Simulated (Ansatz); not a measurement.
# Heat carried by phonons in CdS (Greenockite, P6_3mc), part 2 of 2

Wanted: κ(T), lifetimes and mean free paths for CdS (Greenockite).

Measurements to reproduce:
- thermal conductivity 16 W/m/K near room temperature (given in “Combining the AFLOW GIBBS and Elastic Libraries to efficiently and robustly screen thermo-mechanical properties of solids”, 2017, arXiv:1611.05714)

Ansatz 0.2.0; DFT LDA, scalar-relativistic, plane waves, PAW; PAW set soft_1.

So far. Step 2 (Probe on a coarse mesh): The start is under -3.1 GPa at this level and looks like an insulator or semiconductor on this mesh. Step 4 (Relaxing to small residual forces and stress): The residual pressure is -0.0017 GPa, small enough for phonons. The relaxed cell has a = 4.074, c = 6.639 Å (conventional setting).

The database entry behind the starting cell differs from later determinations by our own check (about 0.35 % long), so it need not match the best structure at ambient conditions.

### 6. A cheap rung, k-mesh 8×8×4, third order supercell 2×2×1

A small supercell and a short cutoff cost little, and show how far such settings carry.

File input.yaml:

```yaml
crystal:
  lattice:
    - [4.0738436099, 0.0, 0.0]
    - [-2.0369218049, 3.5280520572, 0.0]
    - [0.0, 0.0, 6.6387608611]
  atoms:
    - { symbol: Cd, position: [0.3333333333, 0.6666666667, -0.0005357185] }
    - { symbol: Cd, position: [0.6666666667, 0.3333333333, 0.4994642815] }
    - { symbol: S, position: [0.3333333333, 0.6666666667, 0.3755357185] }
    - { symbol: S, position: [0.6666666667, 0.3333333333, 0.8755357185] }
kpoints:
  mp_grid: { grid: [8, 8, 4] }
hamiltonian:
  xc: lda
  pseudopotentials: { kind: paw, azcp: { folder: soft_1 }, xc_functional: pbe }
scf:
  occupations: { method: fixed }
  lower_state_search: "off"
output:
  eigenvalues: true
phonons:
  method: fd
  dielectric: true
  supercell: [2, 2, 1]
  temperatures: { t_max: 1000, t_step: 50 }
  qpath:
    path:
      - [[0.0, 0.0, 0.0], [0.5, 0.0, 0.0], [0.33333333, 0.33333333, 0.0], [0.0, 0.0, 0.0], [0.0, 0.0, 0.5], [0.5, 0.0, 0.5], [0.33333333, 0.33333333, 0.5], [0.0, 0.0, 0.5]]
      - [[0.5, 0.0, 0.5], [0.5, 0.0, 0.0]]
      - [[0.33333333, 0.33333333, 0.0], [0.33333333, 0.33333333, 0.5]]
    npoints: 10
  third_order: { supercell: [2, 2, 1], pair_cutoff: 2.647 }
  lattice_thermal_conductivity:
    qmesh: [11, 11, 5]
    temperatures: [100.0, 150.0, 200.0, 300.0, 400.0, 500.0, 600.0, 800.0]
    isotope_mass_variance:
      - { species: Cd, variance: 0.0002716 }
      - { species: S, variance: 0.0001651 }
```

Command:

```bash
ansatz run input.yaml --threads 18 --pin off --max-ram 92160MiB --backend cuda --events-out ev --progress --plain --runs-dir out --max-vram 78GiB
```

Numbers of over 12 decimals in the logs are rounded to 6 here.

Log:

```text
Warning: phonons: the dynamical matrix that this run interpolates holds no multipole term above the dipole-dipole one, and a site of this crystal is no centre of inversion, so its interpolated transverse optical and acoustic branches and sound speeds can stay off near Gamma, and the density of states and the thermodynamics with them. What a run solves at a wave vector of phonons.qpoints, Gamma apart, where the deck admits one, is free of this, and under fd what a larger phonons.supercell samples
Warning: phonons.dielectric: true without phonons.rigid_motions: the static dielectric tensor ε⁰ will be withheld (ε∞, Z* and the rows of modes are given); for a crystal or a slab, whose only rigid motions are the translations, set phonons.rigid_motions: translations
[...]
Crystal: 16 atoms, lattice volume = 381.669 Å³
Basis set: ecut = 420 eV, 7421 PW (Γ)
Bands: 125, of which v1, the nominal top of the filled ones, is band 104 counted from 1 (103 counted from 0)
Symmetry: 48 space group operations
k-points: 12 of 64 (time reversal used)
[...]
SCF iter   1: F=—  HF=-71909.631505 eV  |F-HF|=—  |Δ(HF+E_count)|=         —  Δρ=4.50e-8  dr2=7.09e-12  ethr=1.00e-12  ⟨swp⟩=3.0  Hψ=3786  notcnv=0
[...]
SCF iter   2: F=-71909.631505 eV  HF=-71909.631505 eV  |F-HF|=0.00e0  |Δ(HF+E_count)|=    0.00e0  Δρ=2.07e-8  dr2=1.93e-12  ethr=1.00e-12  ⟨swp⟩=3.0  Hψ=3571  notcnv=0
SCF 1 converged in 2 iterations: F = -71909.631505 eV  dr2 = 1.93e-12
[...]
Crystal: 4 atoms, lattice volume = 95.417 Å³
Basis set: ecut = 420 eV, 1811 PW (Γ), exchange–correlation on 60×60×96 points (8 copies of the dense FFT grid, shifted against one another)
Bands: 32, of which v1, the nominal top of the filled ones, is band 26 counted from 1 (25 counted from 0)
Symmetry: 12 space group operations
k-points: 78 of 256 (irreducible under 2 space group operations, time reversal used)
[...]
SCF iter   1: F=—  HF=-17977.406757 eV  |F-HF|=—  |Δ(HF+E_count)|=         —  Δρ=3.99e-6  dr2=1.03e-8  ethr=4.75e-7  ⟨swp⟩=4.2  Hψ=15927  notcnv=0  defer=312
[...]
SCF 2 converged in 6 iterations: F = -17977.407878 eV  dr2 = 9.73e-11
[...]
SCF 82 converged in 8 iterations: F = -71909.625872 eV  dr2 = 1.86e-10
SCF converged after 2 iterations
[...]
ε⁰ (static dielectric tensor): not given — the deck does not say what the cell's rigid motions are, and on a molecule in a box or a wire the rigid rotations would enter the sum over the modes at Γ. For a crystal or a slab, whose only rigid motions are the translations, set phonons.rigid_motions: translations.
  Born effective charges Z* (e; rows j = field, columns β = displacement):
    site 0:
         2.06435   -0.00000   -0.00000
        -0.00000    2.06435   -0.00000
         0.00000   -0.00000    2.16375
    site 1:
         2.06435   -0.00000    0.00000
        -0.00000    2.06435   -0.00000
        -0.00000   -0.00000    2.16375
    site 2:
        -2.06435    0.00000    0.00000
         0.00000   -2.06435    0.00000
        -0.00000    0.00000   -2.16375
    site 3:
        -2.06435    0.00000   -0.00000
         0.00000   -2.06435    0.00000
        -0.00000    0.00000   -2.16375
  Z* charge neutrality: 8.918e-3 e pre-enforcement
  solved inside a basis spanned on the 8×8×4 k-mesh, on 10×10×6 k-points transformed towards the longest dipole: ε∞ is read to err by 3.1e-2, Z* by 2.8e-2 e; Z* is corrected for what the basis lacks
  optical modes at Γ without the LO–TO term, one row a degenerate level:
      ω (cm⁻¹)  modes    IR ((D/Å)²/amu)
         42.04      2             0.0000
        136.88      1             0.0000
        240.52      1             8.6599
        247.58      2            15.7650
        260.67      2             0.0000
        306.81      1             0.0000
  optical modes at Γ + LO–TO along q̂ = [1.0000, 0.0000, 0.0000]:
      ω (cm⁻¹)  modes    IR ((D/Å)²/amu)
         42.04      2             0.0000
        136.88      1             0.0000
        240.52      1             8.6599
        247.58      1             7.8825
        260.67      2             0.0000
        297.97      1             7.8825
        306.81      1             0.0000
  optical modes at Γ + LO–TO along q̂ = [0.0000, 1.0000, 0.0000]:
      ω (cm⁻¹)  modes    IR ((D/Å)²/amu)
         42.04      2             0.0000
        136.88      1             0.0000
        240.52      1             8.6599
        247.58      1             7.8825
        260.67      2             0.0000
        297.97      1             7.8825
        306.81      1             0.0000
  optical modes at Γ + LO–TO along q̂ = [0.0000, 0.0000, 1.0000]:
      ω (cm⁻¹)  modes    IR ((D/Å)²/amu)
         42.04      2             0.0000
        136.88      1             0.0000
        247.58      2            15.7650
        260.67      2             0.0000
        295.89      1             8.6599
        306.81      1             0.0000
  density of states and harmonic sums: on the 18×18×10 q-mesh, interpolated from the force constants of a 2×2×1 supercell (with the dipole–dipole term)
  largest difference from the sums on the solved wave vectors: F 1.68e-1 eV, S 2.32e-4 and C_V 6.44e-5 eV/K
  zero-point energy: 0.133315 eV/cell   skipped modes (ω ≤ 0): 3   left out of the sums: 7.72e-5 of the cell's modes: C_V's classical limit lies that fraction below 3 k_B per atom; for a crystal, a wire or a layer, F and S can be off by more, and a phonons.interpolated_qmesh denser along its periods is the remedy for the sampling
--- Third-order force constants: 76 member SCFs in a 2×2×1 supercell (pair cutoff 2.647 Å, amplitude 0.03 Å, SCF threshold 1.00e-9 eV, Σ member SCF iterations 602) ---
  symmetry images taken by loose's conditions (phonons.symmetry_images: auto; settled by the asymmetry read); asymmetry of the core-correction force 5.4e-8 eV/Å at the most on a site, 5.5e-7 eV/Å summed over every site of the supercell
  52 force-constant blocks with the first atom in the home cell, fitted with 34 parameters over 6 symmetry orbits; no atom triplet left out
  sum-rule residual: 6.155e-1 → 2.452e-14 eV/Å³; symmetrization residual: 4.460e-2 eV/Å³; largest sum-rule correction relative to its orbit: 3.996e-2, on the orbit of the block of home site 0 with site 3 of cell (-1, 0, -1) and site 0 of cell (0, 0, 0), whose norm before the correction was 2.359e1 eV/Å³
--- Lattice thermal conductivity: 11×11×5 mesh (48 irreducible points), tetrahedron method ---
  three-phonon and isotope scattering only; four-phonon, boundary and, in a metal, phonon-electron scattering are left out
  each conductivity is what the modes' populations carry and what the coherences between them add
  conductivity (a third of the tensor's trace), W/(m K), in the relaxation-time approximation and from the full solution:
       T (K)   relaxation time   full solution  iterations             ending  least Ritz value
      100.00           22.4825         23.1894           7          converged          6.334e-1
      150.00           15.0272         15.5129           8          converged          5.983e-1
      200.00           11.3511         11.7529           8          converged          5.730e-1
      300.00            7.6921          8.0086           8          converged          5.412e-1
      400.00            5.8500          6.1157           8          converged          5.220e-1
      500.00            4.7342          4.9642           8          converged          5.090e-1
      600.00            3.9843          4.1875           8          converged          4.996e-1
      800.00            3.0390          3.2041           9          converged          4.866e-1
```

Run time: 50 s. Hardware: 1 × NVIDIA GB200 with 18 threads of Arm Neoverse V2, shared host; peak memory 2.4 GiB.

Numbers from this step:

- lowest frequency on the path: 0 cm⁻¹
- zero-point energy: 0.1333 eV/cell
- point group: 6mm
- highest frequency: 308 cm⁻¹
- Debye temperature from the second moment: 386 K
- κ at 300 K (relaxation time): 7.692 W/m/K
- κ at 300 K (full solution): 8.009 W/m/K
- dipole term: run
- mean free path at half of κ: 33 nm
- share of κ above the three lowest branches: 0.366
- third-order blocks: 52
- periodic aliases dropped: 0
- largest relative sum-rule correction: 0.03996
- displaced cells, third order: 76

W/m/K. Kappa, by row:

```csv
T (K),RTA xx,RTA yy,RTA zz,full xx,full yy,full zz,coherence part xx,coherence part yy,coherence part zz,ending,iterations,least Ritz value
100,24.6,24.6,18.25,25.82,25.82,17.93,0.01086,0.01086,0.007839,converged,7,0.633
150,16.57,16.57,11.94,17.41,17.41,11.71,0.02065,0.02065,0.01358,converged,8,0.598
200,12.55,12.55,8.951,13.24,13.24,8.78,0.02813,0.02813,0.01743,converged,8,0.573
300,8.518,8.518,6.039,9.048,9.048,5.93,0.03881,0.03881,0.02279,converged,8,0.541
400,6.48,6.48,4.591,6.917,6.917,4.512,0.04677,0.04677,0.02707,converged,8,0.522
500,5.243,5.243,3.717,5.618,5.618,3.656,0.05339,0.05339,0.03099,converged,8,0.509
600,4.412,4.412,3.13,4.741,4.741,3.081,0.05922,0.05922,0.03473,converged,8,0.5
800,3.363,3.363,2.39,3.629,3.629,2.355,0.06945,0.06945,0.04183,converged,9,0.487
```

This rung gives 7.69 W/(m K) at 300 K by relaxation time, but with 16 atoms, 1 neighbour distance inside the cutoff and a 11×11×5 mesh it is a test, not the conductivity of the crystal.

### 7. Third-order constants on small settings, k-mesh 9×9×4, third order supercell 3×3×2

A small supercell and a short cutoff cost little, and show how far such settings carry.

Edit input.yaml of step 6 so:

```diff
@@ -11,3 +11,3 @@
 kpoints:
-  mp_grid: { grid: [8, 8, 4] }
+  mp_grid: { grid: [9, 9, 4] }
 hamiltonian:
@@ -23,3 +23,3 @@
   dielectric: true
-  supercell: [2, 2, 1]
+  supercell: [3, 3, 2]
   temperatures: { t_max: 1000, t_step: 50 }
@@ -31,5 +31,5 @@
     npoints: 10
-  third_order: { supercell: [2, 2, 1], pair_cutoff: 2.647 }
+  third_order: { supercell: [3, 3, 2], pair_cutoff: 2.647 }
   lattice_thermal_conductivity:
-    qmesh: [11, 11, 5]
+    qmesh: [15, 15, 7]
     temperatures: [100.0, 150.0, 200.0, 300.0, 400.0, 500.0, 600.0, 800.0]
```

Log:

```text
[...]
Crystal: 72 atoms, lattice volume = 1717.508 Å³
Basis set: ecut = 420 eV, 33567 PW (Γ)
Bands: 562, of which v1, the nominal top of the filled ones, is band 468 counted from 1 (467 counted from 0)
Symmetry: 216 space group operations
k-points: 6 of 18
[...]
SCF iter   1: F=—  HF=-323593.346239 eV  |F-HF|=—  |Δ(HF+E_count)|=         —  Δρ=3.80e-8  dr2=2.42e-11  ethr=1.00e-12  ⟨swp⟩=3.0  Hψ=8334  notcnv=0
[...]
SCF iter   2: F=-323593.346239 eV  HF=-323593.346239 eV  |F-HF|=1.75e-10  |Δ(HF+E_count)|=  1.16e-10  Δρ=1.84e-8  dr2=7.21e-12  ethr=1.00e-12  ⟨swp⟩=3.0  Hψ=7932  notcnv=0
SCF 1 converged in 2 iterations: F = -323593.346239 eV  dr2 = 7.21e-12
[...]
Crystal: 4 atoms, lattice volume = 95.417 Å³
Basis set: ecut = 420 eV, 1811 PW (Γ), exchange–correlation on 60×60×96 points (8 copies of the dense FFT grid, shifted against one another)
Bands: 32, of which v1, the nominal top of the filled ones, is band 26 counted from 1 (25 counted from 0)
Symmetry: 12 space group operations
k-points: 95 of 324 (irreducible under 2 space group operations, time reversal used)
[...]
SCF iter   1: F=—  HF=-17977.407139 eV  |F-HF|=—  |Δ(HF+E_count)|=         —  Δρ=3.64e-6  dr2=8.84e-9  ethr=4.76e-7  ⟨swp⟩=4.2  Hψ=19373  notcnv=0  defer=379
[...]
SCF 2 converged in 7 iterations: F = -17977.408126 eV  dr2 = 7.69e-11
[...]
Born effective charges Z* (e; rows j = field, columns β = displacement):
    site 0:
         2.06434   -0.00000    0.00000
        -0.00000    2.06434   -0.00000
         0.00000   -0.00000    2.16393
    site 1:
         2.06434   -0.00000    0.00000
        -0.00000    2.06434   -0.00000
        -0.00000   -0.00000    2.16393
    site 2:
        -2.06434    0.00000   -0.00000
         0.00000   -2.06434    0.00000
         0.00000    0.00000   -2.16393
    site 3:
        -2.06434    0.00000    0.00000
         0.00000   -2.06434    0.00000
        -0.00000    0.00000   -2.16393
  Z* charge neutrality: 1.115e-2 e pre-enforcement
[...]
optical modes at Γ without the LO–TO term, one row a degenerate level:
      ω (cm⁻¹)  modes    IR ((D/Å)²/amu)
         42.04      2             0.0000
        136.87      1             0.0000
        240.51      1             8.6613
        247.59      2            15.7649
        260.68      2             0.0000
        306.80      1             0.0000
  optical modes at Γ + LO–TO along q̂ = [1.0000, 0.0000, 0.0000]:
      ω (cm⁻¹)  modes    IR ((D/Å)²/amu)
         42.04      2             0.0000
        136.87      1             0.0000
        240.51      1             8.6613
        247.59      1             7.8824
        260.68      2             0.0000
        297.97      1             7.8824
        306.80      1             0.0000
  optical modes at Γ + LO–TO along q̂ = [0.0000, 1.0000, 0.0000]:
      ω (cm⁻¹)  modes    IR ((D/Å)²/amu)
         42.04      2             0.0000
        136.87      1             0.0000
        240.51      1             8.6613
        247.59      1             7.8824
        260.68      2             0.0000
        297.97      1             7.8824
        306.80      1             0.0000
  optical modes at Γ + LO–TO along q̂ = [0.0000, 0.0000, 1.0000]:
      ω (cm⁻¹)  modes    IR ((D/Å)²/amu)
         42.04      2             0.0000
        136.87      1             0.0000
        247.59      2            15.7649
        260.68      2             0.0000
        295.90      1             8.6613
        306.80      1             0.0000
[...]
52 force-constant blocks with the first atom in the home cell, fitted with 34 parameters over 6 symmetry orbits; no atom triplet left out
[...]
100.00           31.1524         32.9528           8          converged          6.017e-1
      150.00           20.3874         21.6116           8          converged          5.745e-1
      200.00           15.2405         16.2057           8          converged          5.562e-1
      300.00           10.2458         10.9556           8          converged          5.327e-1
      400.00            7.7687          8.3409           8          converged          5.183e-1
      500.00            6.2756          6.7580           8          converged          5.085e-1
      600.00            5.2738          5.6917           8          converged          5.015e-1
      800.00            4.0112          4.3419           8          converged          4.920e-1
```

It took 3.2 min on 1 × NVIDIA GB200 with 18 threads; peak memory 5.6 GiB; 25 min of CPU time.

Numbers from this step:

```yaml
zero_point_energy: 0.1338 eV/cell
highest_frequency: 309.1 cm⁻¹
debye_temperature_from_the_second_moment: 388 K
kappa_at_300_k_relaxation_time: 10.25 W/m/K
kappa_at_300_k_full_solution: 10.95 W/m/K
mean_free_path_at_half_of_kappa: 58.8 nm
share_of_kappa_above_the_three_lowest_branches: 0.296
largest_relative_sum_rule_correction: 0.03915
```

W/m/K. Kappa, by row:

```csv
T (K),RTA xx,RTA yy,RTA zz,full xx,full yy,full zz,coherence part xx,coherence part yy,coherence part zz,ending,iterations,least Ritz value
100,29.47,29.47,34.51,31.85,31.85,35.16,0.02832,0.02832,0.006164,converged,8,0.602
150,19.44,19.44,22.28,21.13,21.13,22.57,0.03867,0.03867,0.01137,converged,8,0.575
200,14.6,14.6,16.51,15.96,15.96,16.69,0.04496,0.04496,0.01585,converged,8,0.556
300,9.869,9.869,11,10.88,10.88,11.1,0.05247,0.05247,0.02319,converged,8,0.533
400,7.503,7.503,8.3,8.324,8.324,8.375,0.0576,0.0576,0.02931,converged,8,0.518
500,6.071,6.071,6.684,6.765,6.765,6.744,0.06187,0.06187,0.0347,converged,8,0.509
600,5.108,5.108,5.605,5.71,5.71,5.655,0.0657,0.0657,0.03958,converged,8,0.501
800,3.892,3.892,4.249,4.369,4.369,4.288,0.07264,0.07264,0.04821,converged,8,0.492
```

This rung gives 10.2 W/(m K) at 300 K by relaxation time, but with 72 atoms, 1 neighbour distance inside the cutoff and a 15×15×7 mesh it is a test, not the conductivity of the crystal.

### 8. Levels and costs side by side

Ladder, by row:

```csv
cells or q mesh,k mesh,pair cutoff,atoms in the supercell,q-mesh of the transport sums,κ at 300 K (relaxation time) (W/m/K),κ at 300 K (full solution) (W/m/K),core-minutes
2x2x1,8x8x4,2.647,16,11×11×5,7.692,8.009,8.6
3x3x2,9x9x4,2.647,72,15×15×7,10.25,10.95,24.6
```

### 9. Results

```
conductivity : not obtained on sound settings
```

No conductivity was obtained: no run with a large enough supercell and cutoff finished.

[Logs are printed without paths, hosts, clocks, repeated set-up lines and the standing remarks that a program may print on its own settings, such as how far it seeks lower states.]

[Hosts, paths, dates, database ids (printed as entryN), source tags and the programs' standing remarks are cut or masked in the printed files.]

[A step with changed settings may run another functional than the one named; its input shows which.]
